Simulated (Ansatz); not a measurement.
## Li on Pd(111): change of the work function

Aim: the work function of Pd(111) at several coverages of Li (hcp site), and the dipole that each adsorbate carries.

Calculated with Ansatz 0.2.0; plane-wave DFT, LDA, Ansatz PAW.

### 1. Starting point

The cell holds 4 atoms: 4 Pd. Its edges and angles: a = 2.751 Å, b = 2.751 Å, c = 24.738 Å, α = 90.0°, β = 90.0°, γ = 60.0°. Vacuum lies along c.

### 2. The clean slab

The bare slab comes first, as the zero from which every change is counted. The two lowest layers are held at bulk places and the upper ones relax. The dipole correction removes the false field that a one-sided slab makes across the periodic vacuum, so each face gets a flat vacuum level of its own.

The input, input.yaml:

```yaml
crystal:
  lattice:
    - [2.7506453788, 0.0, 0.0]
    - [1.3753226894, 2.3821287749, 0.0]
    - [0.0, 0.0, 24.7376776414]
  atoms:
    - { symbol: Pd, position: [0.0, 0.0, 0.3638174986] }
    - { symbol: Pd, position: [0.3333333333, 0.3333333333, 0.4546058329] }
    - { symbol: Pd, position: [0.6666666667, 0.6666666667, 0.5453941671] }
    - { symbol: Pd, position: [0.0, 0.0, 0.6361825014] }
kpoints:
  mp_grid: { grid: [12, 12, 1] }
hamiltonian:
  xc: lda
scf:
  occupations: { method: fermi_dirac, width: 0.1 }
  convergence: { dr2_threshold: 1.0e-08 }
efield:
  axis: 3
  dipole_correction: true
  ramp_position: 0.97
  ramp_width: 0.06
relax:
  f_tol: 0.02
  max_steps: 60
  constraints: [{ sites: [0, 1] }]
output:
  write_potential: true
  write_density: true
  volumetric_format: npy
```

Started as:

```console
ansatz run input.yaml --threads 4 --pin off --max-ram 12288MiB --backend cpu --events-out ev --progress --plain --runs-dir out
```

Numbers of over 12 decimals in the logs are rounded to 6 here.

The program printed:

```text
Engine: ansatz 0.2.0, aarch64-unknown-linux-gnu
Pseudopotentials: kind: paw
Pseudopotential: Pd, paw, valence charge 18, recommended cutoff 420 eV (normal), Pd.paw.azcp
Functional definition: SPW92
  exchange = slater_x
  correlation = pw_c
Crystal: 4 atoms, lattice volume = 162.091 Å³
Basis set: ecut = 420 eV, 3173 PW (Γ)
Bands: 44, of which v1, the nominal top of the filled ones, is band 36 counted from 1 (35 counted from 0)
Symmetry: 6 space group operations
k-points: 19 of 144 (time reversal used)
Non-local potential: Pd, projectors of the file, l = 0: 2, l = 1: 2, l = 2: 2, l = 3: 1
PAW form: soft (Blöchl's): semilocal exchange-correlation on the pseudo side does not see the compensation charge
PAW frozen core: Pd, regenerated for the run's functional, and the local potential with it (the file was generated under x = pbe(κ = 0.804, μ = 0.219515), c = pbe(β = 0.066725))
PAW one-centre angular grid: Pd, 590 points (default); XC on 64 Gauss nodes
Initial density: superposition of atomic densities (neutral atoms: chi_scale 0, normalization atom), corrected by the library's trained network
Initial wavefunctions: pseudopotential atomic-orbital guess
Functional: x = slater, c = lda
SCF iter   1: F=—  HF=-27376.930488 eV  |F-HF|=—  |Δ(HF+E_count)|=         —  Δρ=1.40e-2  dr2=1.51e0  ethr=1.77e-3  p=0.000 e·Å  D=6.33e-14 V/Å  ΔV_dip=-0.00 eV  dr2_dipole=1.89e-8  V_vac-E_F(+/−)=5.11/5.11 eV  ⟨swp⟩=9.1  Hψ=3927  notcnv=0  defer=5
efield: sawtooth ramp at fractional position 0.9700 (set: `efield.ramp_position`, or a place that a band, a saddle search or an elastic batch's reference lends), width 0.0600; the density the first Hamiltonian is built on has a dipole p = 0.000 e·Å; the dipole correction subtracts the counter field D = 6.33e-14 V/Å, which shifts the + side's vacuum level by -0.00 eV against the − side's; the planar-averaged density in the ramp window peaks in size at 1.0e-5 e/Å³
preconditioner: auto → LDOS  [metal: Δε(μ)=0.010 eV  Ē_g=7.405 eV  σ=0.100 eV  W_gap=0.02  n_scr=18 (ndim 8)  ℏωp=18.4 eV  f_vac=0.591  D(μ)=8.49/eV (n_scr^D=102)  β→1.0]
SCF iter   2: F=—  HF=-27376.904383 eV  |F-HF|=—  |Δ(HF+E_count)|=   2.61e-2  Δρ=1.22e-2  dr2=3.17e-1  ethr=1.77e-3  p=0.000 e·Å  D=2.15e-5 V/Å  ΔV_dip=-0.00 eV  dr2_dipole=2.85e-10  V_vac-E_F(+/−)=5.68/5.68 eV  ⟨swp⟩=2.7  Hψ=1440  notcnv=0  defer=22
SCF iter   3: F=—  HF=-27376.862067 eV  |F-HF|=—  |Δ(HF+E_count)|=   4.23e-2  Δρ=4.11e-3  dr2=1.15e-1  ethr=4.41e-4  p=0.000 e·Å  D=1.28e-5 V/Å  ΔV_dip=-0.00 eV  dr2_dipole=1.19e-8  V_vac-E_F(+/−)=5.58/5.58 eV  ⟨swp⟩=2.0  Hψ=1283  notcnv=0  defer=22
SCF iter   4: F=—  HF=-27376.859095 eV  |F-HF|=—  |Δ(HF+E_count)|=   2.97e-3  Δρ=1.30e-3  dr2=8.48e-3  ethr=1.59e-4  p=-0.000 e·Å  D=-3.97e-6 V/Å  ΔV_dip=0.00 eV  dr2_dipole=1.87e-8  V_vac-E_F(+/−)=5.65/5.65 eV  ⟨swp⟩=1.5  Hψ=847  notcnv=0  defer=22
SCF iter   5: F=—  HF=-27376.858355 eV  |F-HF|=—  |Δ(HF+E_count)|=   7.40e-4  Δρ=6.24e-4  dr2=6.38e-4  ethr=1.18e-5  p=0.000 e·Å  D=1.92e-7 V/Å  ΔV_dip=-0.00 eV  dr2_dipole=3.92e-9  V_vac-E_F(+/−)=5.68/5.68 eV  ⟨swp⟩=1.8  Hψ=1124  notcnv=0  defer=22
SCF iter   6: F=—  HF=-27376.858591 eV  |F-HF|=—  |Δ(HF+E_count)|=   2.36e-4  Δρ=2.29e-4  dr2=1.09e-4  ethr=8.86e-7  p=0.000 e·Å  D=1.63e-6 V/Å  ΔV_dip=-0.00 eV  dr2_dipole=1.27e-10  V_vac-E_F(+/−)=5.67/5.67 eV  ⟨swp⟩=2.0  Hψ=1268  notcnv=0  defer=22
SCF iter   7: F=—  HF=-27376.858569 eV  |F-HF|=—  |Δ(HF+E_count)|=   2.15e-5  Δρ=3.63e-5  dr2=4.00e-6  ethr=1.51e-7  p=0.000 e·Å  D=2.38e-7 V/Å  ΔV_dip=-0.00 eV  dr2_dipole=5.31e-14  V_vac-E_F(+/−)=5.67/5.67 eV  ⟨swp⟩=2.7  Hψ=1609  notcnv=0  defer=22
SCF iter   8: F=—  HF=-27376.858570 eV  |F-HF|=—  |Δ(HF+E_count)|=   1.29e-6  Δρ=3.02e-5  dr2=2.15e-6  ethr=5.56e-9  p=-0.000 e·Å  D=-1.30e-8 V/Å  ΔV_dip=0.00 eV  dr2_dipole=3.31e-12  V_vac-E_F(+/−)=5.66/5.66 eV  ⟨swp⟩=2.6  Hψ=1487  notcnv=0  defer=22
SCF iter   9: F=—  HF=-27376.858571 eV  |F-HF|=—  |Δ(HF+E_count)|=   1.54e-7  Δρ=5.57e-6  dr2=5.47e-8  ethr=2.98e-9  p=0.000 e·Å  D=9.38e-8 V/Å  ΔV_dip=-0.00 eV  dr2_dipole=3.04e-13  V_vac-E_F(+/−)=5.66/5.66 eV  ⟨swp⟩=2.0  Hψ=1207  notcnv=0  defer=22
SCF iter  10: F=-27376.858571 eV  HF=-27376.858571 eV  |F-HF|=1.40e-9  |Δ(HF+E_count)|=   8.93e-8  Δρ=1.69e-6  dr2=7.87e-9  ethr=1.39e-11  p=0.000 e·Å  D=4.91e-8 V/Å  ΔV_dip=-0.00 eV  dr2_dipole=4.99e-13  V_vac-E_F(+/−)=5.66/5.66 eV  ⟨swp⟩=10.5  Hψ=5994  notcnv=0
SCF 1 converged in 10 iterations: F = -27376.858571 eV  dr2 = 7.87e-9
  greatest PAW one-centre occupation: 0.998 electrons in one spin orbital (limit 2), on the Pd atom at site 0 (counted from 0), in its partial waves of l = 0
relax step   1: F+E_penalty+E_count = -27376.85857066 eV  Δ(F+E_penalty+E_count) = +0.000e0 eV  max|allowed force component| = 3.277e-1 eV/Å  Δτ_max = 0.0000 Å  (10 SCF iters, accepted)
Initial density: handed on by an earlier stage of this run
Initial wavefunctions: those handed on with the density
SCF iter   1: F=—  HF=-27376.991338 eV  |F-HF|=—  |Δ(HF+E_count)|=         —  Δρ=1.93e-2  dr2=2.33e0  ethr=3.10e-3  p=-0.000 e·Å  D=-2.18e-8 V/Å  ΔV_dip=0.00 eV  dr2_dipole=6.14e-1  V_vac-E_F(+/−)=5.57/5.57 eV  ⟨swp⟩=5.3  Hψ=2483  notcnv=0  defer=9
efield: sawtooth ramp at fractional position 0.9700 (set: `efield.ramp_position`, or a place that a band, a saddle search or an elastic batch's reference lends), width 0.0600; the density the first Hamiltonian is built on has a dipole p = -0.000 e·Å; the dipole correction subtracts the counter field D = -2.18e-8 V/Å, which shifts the + side's vacuum level by +0.00 eV against the − side's; the planar-averaged density in the ramp window peaks in size at 6.0e-6 e/Å³
preconditioner: auto → LDOS  [metal: Δε(μ)=0.019 eV  Ē_g=7.630 eV  σ=0.100 eV  W_gap=0.05  n_scr=18 (ndim 8)  ℏωp=18.4 eV  f_vac=0.597  D(μ)=8.39/eV (n_scr^D=102)  β→1.0]
SCF iter   2: F=—  HF=-27376.988130 eV  |F-HF|=—  |Δ(HF+E_count)|=   3.21e-3  Δρ=1.22e-2  dr2=6.26e-1  ethr=3.10e-3  p=-0.012 e·Å  D=-1.32e-2 V/Å  ΔV_dip=0.33 eV  dr2_dipole=1.15e-1  V_vac-E_F(+/−)=5.97/5.65 eV  ⟨swp⟩=2.2  Hψ=1401  notcnv=0  defer=21
SCF iter   3: F=—  HF=-27376.885995 eV  |F-HF|=—  |Δ(HF+E_count)|=   1.02e-1  Δρ=3.74e-3  dr2=9.05e-2  ethr=8.69e-4  p=0.003 e·Å  D=3.02e-3 V/Å  ΔV_dip=-0.07 eV  dr2_dipole=1.79e-2  V_vac-E_F(+/−)=5.56/5.63 eV  ⟨swp⟩=2.9  Hψ=1330  notcnv=0  defer=21
SCF iter   4: F=—  HF=-27376.879111 eV  |F-HF|=—  |Δ(HF+E_count)|=   6.88e-3  Δρ=1.73e-3  dr2=1.01e-2  ethr=1.26e-4  p=0.002 e·Å  D=2.00e-3 V/Å  ΔV_dip=-0.05 eV  dr2_dipole=1.69e-3  V_vac-E_F(+/−)=5.59/5.64 eV  ⟨swp⟩=1.9  Hψ=1254  notcnv=0  defer=21
[...]
SCF iter  13: F=-27376.878329 eV  HF=-27376.878329 eV  |F-HF|=3.91e-9  |Δ(HF+E_count)|=  4.66e-10  Δρ=1.16e-6  dr2=5.27e-9  ethr=1.39e-11  p=0.001 e·Å  D=1.21e-3 V/Å  ΔV_dip=-0.03 eV  dr2_dipole=1.41e-10  V_vac-E_F(+/−)=5.61/5.64 eV  ⟨swp⟩=7.9  Hψ=5719  notcnv=0
SCF 2 converged in 13 iterations: F = -27376.878329 eV  dr2 = 5.27e-9
  greatest PAW one-centre occupation: 0.998 electrons in one spin orbital (limit 2), on the Pd atom at site 3 (counted from 0), in its partial waves of l = 0
relax step   2: F+E_penalty+E_count = -27376.87832937 eV  Δ(F+E_penalty+E_count) = -1.976e-2 eV  max|allowed force component| = 1.948e-1 eV/Å  Δτ_max = 0.1936 Å  (13 SCF iters, accepted)
SCF iter   1: F=—  HF=-27376.891675 eV  |F-HF|=—  |Δ(HF+E_count)|=         —  Δρ=4.55e-3  dr2=4.25e-2  ethr=2.72e-3  p=0.001 e·Å  D=1.21e-3 V/Å  ΔV_dip=-0.03 eV  dr2_dipole=3.11e-3  V_vac-E_F(+/−)=5.63/5.66 eV  ⟨swp⟩=3.8  Hψ=1773  notcnv=0  defer=21
efield: sawtooth ramp at fractional position 0.9700 (set: `efield.ramp_position`, or a place that a band, a saddle search or an elastic batch's reference lends), width 0.0600; the density the first Hamiltonian is built on has a dipole p = 0.001 e·Å; the dipole correction subtracts the counter field D = 1.21e-3 V/Å, which shifts the + side's vacuum level by -0.03 eV against the − side's; the planar-averaged density in the ramp window peaks in size at 4.3e-6 e/Å³
preconditioner: auto → LDOS  [metal: Δε(μ)=0.016 eV  Ē_g=7.661 eV  σ=0.100 eV  W_gap=0.04  n_scr=18 (ndim 8)  ℏωp=18.4 eV  f_vac=0.596  D(μ)=8.63/eV (n_scr^D=102)  β→1.0]
SCF iter   2: F=—  HF=-27376.892363 eV  |F-HF|=—  |Δ(HF+E_count)|=   6.87e-4  Δρ=3.23e-3  dr2=4.92e-2  ethr=5.91e-5  p=0.006 e·Å  D=6.73e-3 V/Å  ΔV_dip=-0.17 eV  dr2_dipole=1.12e-2  V_vac-E_F(+/−)=5.49/5.66 eV  ⟨swp⟩=2.9  Hψ=1767  notcnv=0  defer=21
SCF iter   3: F=—  HF=-27376.884517 eV  |F-HF|=—  |Δ(HF+E_count)|=   7.85e-3  Δρ=9.28e-4  dr2=4.14e-3  ethr=5.91e-5  p=0.001 e·Å  D=9.66e-4 V/Å  ΔV_dip=-0.02 eV  dr2_dipole=7.13e-4  V_vac-E_F(+/−)=5.63/5.65 eV  ⟨swp⟩=2.0  Hψ=1325  notcnv=0  defer=21
SCF iter   4: F=—  HF=-27376.884423 eV  |F-HF|=—  |Δ(HF+E_count)|=   9.47e-5  Δρ=7.26e-4  dr2=1.32e-3  ethr=5.75e-6  p=0.001 e·Å  D=1.19e-3 V/Å  ΔV_dip=-0.03 eV  dr2_dipole=8.49e-7  V_vac-E_F(+/−)=5.62/5.65 eV  ⟨swp⟩=3.2  Hψ=1680  notcnv=0  defer=21
SCF iter   5: F=—  HF=-27376.884123 eV  |F-HF|=—  |Δ(HF+E_count)|=   3.00e-4  Δρ=2.58e-4  dr2=1.61e-4  ethr=1.84e-6  p=0.001 e·Å  D=1.08e-3 V/Å  ΔV_dip=-0.03 eV  dr2_dipole=2.10e-6  V_vac-E_F(+/−)=5.62/5.65 eV  ⟨swp⟩=2.0  Hψ=1158  notcnv=0  defer=21
SCF iter   6: F=—  HF=-27376.884106 eV  |F-HF|=—  |Δ(HF+E_count)|=   1.69e-5  Δρ=7.45e-5  dr2=1.84e-5  ethr=2.23e-7  p=0.001 e·Å  D=8.99e-4 V/Å  ΔV_dip=-0.02 eV  dr2_dipole=2.25e-7  V_vac-E_F(+/−)=5.63/5.65 eV  ⟨swp⟩=2.2  Hψ=1230  notcnv=0  defer=21
SCF iter   7: F=—  HF=-27376.884095 eV  |F-HF|=—  |Δ(HF+E_count)|=   1.08e-5  Δρ=2.57e-5  dr2=2.49e-6  ethr=2.55e-8  p=0.001 e·Å  D=8.39e-4 V/Å  ΔV_dip=-0.02 eV  dr2_dipole=1.15e-7  V_vac-E_F(+/−)=5.63/5.65 eV  ⟨swp⟩=2.4  Hψ=1402  notcnv=0  defer=21
SCF iter   8: F=—  HF=-27376.884099 eV  |F-HF|=—  |Δ(HF+E_count)|=   3.68e-6  Δρ=1.34e-5  dr2=9.30e-7  ethr=3.46e-9  p=0.001 e·Å  D=8.34e-4 V/Å  ΔV_dip=-0.02 eV  dr2_dipole=3.38e-8  V_vac-E_F(+/−)=5.63/5.65 eV  ⟨swp⟩=2.3  Hψ=1299  notcnv=0  defer=21
SCF iter   9: F=—  HF=-27376.884099 eV  |F-HF|=—  |Δ(HF+E_count)|=   5.17e-8  Δρ=6.82e-6  dr2=1.34e-7  ethr=1.29e-9  p=0.001 e·Å  D=8.25e-4 V/Å  ΔV_dip=-0.02 eV  dr2_dipole=1.89e-9  V_vac-E_F(+/−)=5.63/5.65 eV  ⟨swp⟩=2.2  Hψ=1149  notcnv=0  defer=21
SCF iter  10: F=—  HF=-27376.884099 eV  |F-HF|=—  |Δ(HF+E_count)|=   7.97e-8  Δρ=3.10e-6  dr2=3.01e-8  ethr=1.86e-10  p=0.001 e·Å  D=8.27e-4 V/Å  ΔV_dip=-0.02 eV  dr2_dipole=2.62e-9  V_vac-E_F(+/−)=5.63/5.65 eV  ⟨swp⟩=2.3  Hψ=1220  notcnv=0  defer=21
SCF iter  11: F=—  HF=-27376.884099 eV  |F-HF|=—  |Δ(HF+E_count)|=   1.08e-8  Δρ=1.26e-6  dr2=1.01e-8  ethr=1.39e-11  p=0.001 e·Å  D=8.28e-4 V/Å  ΔV_dip=-0.02 eV  dr2_dipole=1.18e-9  V_vac-E_F(+/−)=5.63/5.65 eV  ⟨swp⟩=9.3  Hψ=5565  notcnv=0
SCF iter  12: F=-27376.884099 eV  HF=-27376.884099 eV  |F-HF|=6.44e-10  |Δ(HF+E_count)|=   1.17e-9  Δρ=4.19e-7  dr2=7.85e-10  ethr=1.39e-11  p=0.001 e·Å  D=8.28e-4 V/Å  ΔV_dip=-0.02 eV  dr2_dipole=9.85e-11  V_vac-E_F(+/−)=5.63/5.65 eV  ⟨swp⟩=8.7  Hψ=5060  notcnv=0
SCF 3 converged in 12 iterations: F = -27376.884099 eV  dr2 = 7.85e-10
relax step   3: F+E_penalty+E_count = -27376.88409863 eV  Δ(F+E_penalty+E_count) = -5.769e-3 eV  max|allowed force component| = 8.926e-3 eV/Å  Δτ_max = 0.0572 Å  (12 SCF iters, accepted)
NSCF: frozen V_eff on 19 k-points
the band table was solved once a step of the walk had ended and its energy, with any forces and stress, was formed, with the checks that follow a solve (4394 applications of the Hamiltonian). They found nothing against the state; the energy, forces and stress were not computed again (output.eigenvalues in the input reference)
WARN: The output density's exchange-correlation potential varies sharply where the density is thin. Do not read a vacuum level from v_tot or v_xc, or from such a field of the output density. On a cell that repeats whose density bears no net charge and no dipole along the vacuum's axis use v_es (v_loc + v_h of the components); under efield.dipole_correction with no amplitude use v_es + v_field, which holds any externa [...]
SCF converged after 12 iterations
Free energy (F): -27376.884099 eV
Harris-Foulkes:  -27376.884099 eV  (|F-HF|=6.44e-10)
Internal energy: -27376.611384 eV  (E = F + TS)
E sigma→0 (E₀):  -27376.747741 eV
Entropy (-TS):   -0.272715 eV (-68.179 meV/atom)
Fermi energy:    3.515176 eV
Dipole field:    D = 0.000843 V/Å  (p = 0.000755 e·Å, saw-weighted, corrected)
Work function:   Φ+ = 5.6283 eV   Φ− = 5.6491 eV
Levels:          The Fermi level and band energies are counted from a zero that moves with the ramp; work functions are not
--- Per-component energies (eV) ---
  E_band       = -1707.582933
  E_kinetic    = 2052.823209
  E_local      = -132617.930682  (includes V_loc(G=0)·N_el)
  E_nonlocal   = 892.526527
  E_hartree    = 65067.831810
  E_xc         = -668.568651
  E_vxc        = -842.511767  (∫ρ·V_xc dr)
  E_paw        = -14491.528576  (= ΣΔE_a)
  E_vpaw       = -1328.160574  (= ΣTr[D̂ρ^β])
  E_aug_tail   = 0.000838  (compensation charges beyond the density's cutoff)
  E_efield     = 0.000000  (sawtooth field / dipole correction)
  E_vefield    = 0.003237  (∫n·V_field dr)
  E_ewald      = 52385.511206
  E_core_change = 2.722935  (= ΣΔE_core)
  E_smearing   = -0.272715  (= −TS)
  E_closure    = -0.000000  (closes the sum)
  Σ components = -27376.884099   (vs F -27376.884099, Δ=0.00e0)
--- Forces (eV/Å), atoms counted from 1 ---
  atom   1  Pd     0.00000000    -0.00000000     0.32226414
  atom   2  Pd    -0.00000000    -0.00000000    -0.33274687
  atom   3  Pd    -0.00000000     0.00000000     0.00145405
  atom   4  Pd     0.00000000     0.00000000     0.00892583
  max |Σ_I F_I| component: 1.03e-4 eV/Å
--- Band table (eV; the first three rows and the last of 19) ---
  k-point 0: bands = [... 32 lower, 2.2293, 2.4801, 2.4801, 3.0537, 3.0537, 3.4590, 3.4590, 3.9037, ... 4 higher]
  k-point 1: bands = [... 32 lower, 2.1579, 2.5145, 2.5408, 2.7147, 3.0509, 3.1697, 3.4697, 4.5230, ... 4 higher]
  k-point 2: bands = [... 32 lower, 2.0790, 2.1243, 2.4739, 2.5396, 3.0440, 3.4961, 3.6644, 5.5191, ... 4 higher]
  k-point 18: bands = [... 32 lower, 2.9455, 3.2445, 3.2731, 3.2837, 9.6528, 9.8544, 9.8625, 10.6483, ... 4 higher]
--- Relaxed structure (3 steps of the walk, 3 accepted, 0 SCFs on fresh bases) ---
  F+E_penalty+E_count = -27376.88409863 eV   max|allowed force component| = 8.926e-3 eV/Å
  atoms:
    - { symbol: Pd, position: [0.0, 0.0, 0.3638174986] }
    - { symbol: Pd, position: [0.333333, 0.333333, 0.454606] }
    - { symbol: Pd, position: [0.666667, 0.666667, 0.542289] }
    - { symbol: Pd, position: [0, 0, 0.630666] }
```

Run time: 12 s. Hardware: 4 threads of Arm Neoverse V1, shared host; peak memory 0.47 GiB; 48 s of CPU time.

Step by step:

```
step  energy less that of the first step (eV)  largest force component (eV/Å)
   1                                   0.0000                          0.3277
   2                                  -0.0198                          0.1948
   3                                  -0.0255                          0.0089
```

The run keeps the 6 symmetry operations that it works with, so distortions that break them were not tested.

The atoms that moved most (Å):

```
atom     dx     dy      dz  length
 Pd4  0.000  0.000  -0.136   0.136
 Pd3  0.000  0.000  -0.077   0.077
```

The relaxed structure:

```xyz
4
Lattice="2.7506 0.0000 0.0000 1.3753 2.3821 0.0000 0.0000 0.0000 24.7377" Properties=species:S:1:pos:R:3
Pd    0.0000    0.0000    9.0000
Pd    1.3753    0.7940   11.2459
Pd    2.7506    1.5881   13.4150
Pd    0.0000    0.0000   15.6012
```

Numbers from this step:

| Property | Result |
| --- | --- |
| energy at zero smearing | -27376.7477 eV |
| work function, upper face | 5.628 eV |
| work function, lower face | 5.649 eV |
| dipole along the normal | 7.55e-4 e·Å |
| step between the vacuum levels | -0.02085 eV |

Running mean over 2.246 Å of the planar mean; the ramp of the sawtooth is left out. The electron's electrostatic potential energy less the Fermi level by z:

z (Å), electron's electrostatic potential energy less the Fermi level (eV) and a bar from the least value:
```
      3.5       5.65 ##############################
      4.0       5.65 ##############################
      4.5       5.65 ##############################
      5.0       5.65 ##############################
      5.5       5.64 ##############################
      6.0       5.60 ##############################
      6.5       5.44 ##############################
      7.0       4.80 ############################
      7.5       2.14 #######################
      8.0      -2.82 #############
      8.5      -6.81 #####
      9.0      -8.05 ##
      9.5      -8.24 ##
     10.0      -8.30 ##
     10.5      -8.35 ##
     11.0      -8.46 ##
     11.5      -8.69 #
     12.0      -9.14 
     12.5      -9.25 
     13.0      -8.85 #
     13.5      -8.61 #
     14.0      -8.79 #
     14.5      -8.97 #
     15.0      -8.70 #
     15.5      -8.25 ##
     16.0      -7.30 ####
     16.5      -3.88 ###########
     17.0       1.23 #####################
     17.5       4.46 ############################
     18.0       5.36 #############################
     18.5       5.56 ##############################
     19.0       5.61 ##############################
     19.5       5.62 ##############################
     20.0       5.63 ##############################
     20.5       5.63 ##############################
     21.0       5.63 ##############################
     21.5       5.63 ##############################
```

The relaxation took 3 steps and lowered the energy by 0.026 eV; the largest force on the free atoms ends at 0.0089 eV/Å.

The work function of the upper face is 5.63 eV.

[end of part 1 of 5]

[Logs are printed without paths, hosts, clocks, repeated set-up lines and the standing remarks that a program may print on its own settings, such as how far it seeks lower states.]

[Hosts, paths, dates, database ids (printed as entryN), source tags and the programs' standing remarks are cut or masked in the printed files.]

[Maps of the electrostatic potential energy from Ansatz leave out the sawtooth potential of an applied field or a dipole correction, so their vacuum need not be flat; planar profiles and work functions include it.]
